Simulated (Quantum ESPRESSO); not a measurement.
Consider LaS (Fm-3m).

```
CELL_PARAMETERS angstrom
0.00000 2.92700 2.92700
2.92700 0.00000 2.92700
2.92700 2.92700 0.00000
ATOMIC_POSITIONS crystal
La 0.00000 0.00000 0.00000
S 0.50000 0.50000 0.50000
```

Absorber: atom 2, with 6 La at 2.93 Å (octahedral, site symmetry m-3m). Method: Quantum ESPRESSO XSpectra, PBEsol, excited-electron core hole (neutral cell), 8-atom cell with 5.9 Å between holes, 5×5×5 k points, dipole transitions, Lorentzian half width 0.3 eV up to 4 eV, rising linearly to 2.5 eV at 25 eV, without spin-orbit coupling.

Q: What does the S K edge look like?

Main maxima up to 24 eV above the zero (height): 2.5 eV (2.55), 4.4 eV (1.68), 6.2 eV (1.29) and 12.7 eV (0.88). A K edge sees empty p states on the absorber. The total-energy difference is 2479.73 eV. One term is added: -16.94 eV, since the hole is spin-paired here and a spin-polarised one costs that much less in the free atom (computed apart). The photon energy is then 2462.79 eV. The functional leaves an error in such absolute values: in the free atom PBEsol prices this hole 4.4 eV below PBE (computed apart), and PBE is itself good to a few eV.

The S K spectrum (energy from the energy zero of the input (xe0, at the border of filled and empty states); intensity scaled to a mean of 1 over the first 20 eV; the points at xe0, where the cut of filled states can leave a spike, are interpolated):

```tsv
E (eV)	intensity
-2.0	0.05
-1.5	0.06
-1.0	0.08
-0.5	0.13
0.0	0.25
0.5	0.38
1.0	0.71
1.5	1.08
2.0	1.76
2.5	2.53
3.0	1.76
3.5	1.18
4.0	1.21
4.5	1.65
5.0	1.33
5.5	1.06
6.0	1.27
6.5	1.15
7.0	1.00
7.5	0.93
8.0	0.85
8.5	0.83
9.0	0.85
9.5	0.84
10.0	0.78
10.5	0.77
11.0	0.81
11.5	0.85
12.0	0.87
12.5	0.88
13.0	0.88
13.5	0.85
14.0	0.81
14.5	0.80
15.0	0.82
15.5	0.84
16.0	0.85
16.5	0.85
17.0	0.86
17.5	0.88
18.0	0.89
18.5	0.91
19.0	0.92
19.5	0.93
20.0	0.95
20.5	0.96
21.0	0.97
21.5	1.00
22.0	1.03
22.5	1.06
23.0	1.10
23.5	1.13
24.0	1.15
24.5	1.15
25.0	1.14
25.5	1.11
26.0	1.07
26.5	1.03
27.0	0.99
27.5	0.96
28.0	0.94
28.5	0.92
29.0	0.90
29.5	0.89
30.0	0.88
30.5	0.88
31.0	0.87
31.5	0.87
32.0	0.86
```

The primitive cell holds an odd number of electrons, so a spin-paired run has to come out metallic; that is right for a metal, but some such compounds are magnetic or distorted insulators. The holes are only 5.9 Å apart, so the shape is probably not converged with cell size; no larger cell was run here. The structure is a published determination, not relaxed.

[Banner, clock and machine lines of the logs are left out without a mark of their own.]

[Logs are printed without paths, hosts, clocks, repeated set-up lines and the standing remarks that a program may print on its own settings, such as how far it seeks lower states.]

[Hosts, paths, dates, database ids (printed as entryN), source tags and the programs' standing remarks are cut or masked in the printed files.]

[Lists of maxima count a maximum above −3 eV only where it reaches 4 % of the highest in the window and stands out from its surroundings by 2 % of it (1.5 % where it reaches 55 %); shoulders and weaker maxima are passed over, and of the rest the first, up to two pre-edge ones and the few strongest are named.]
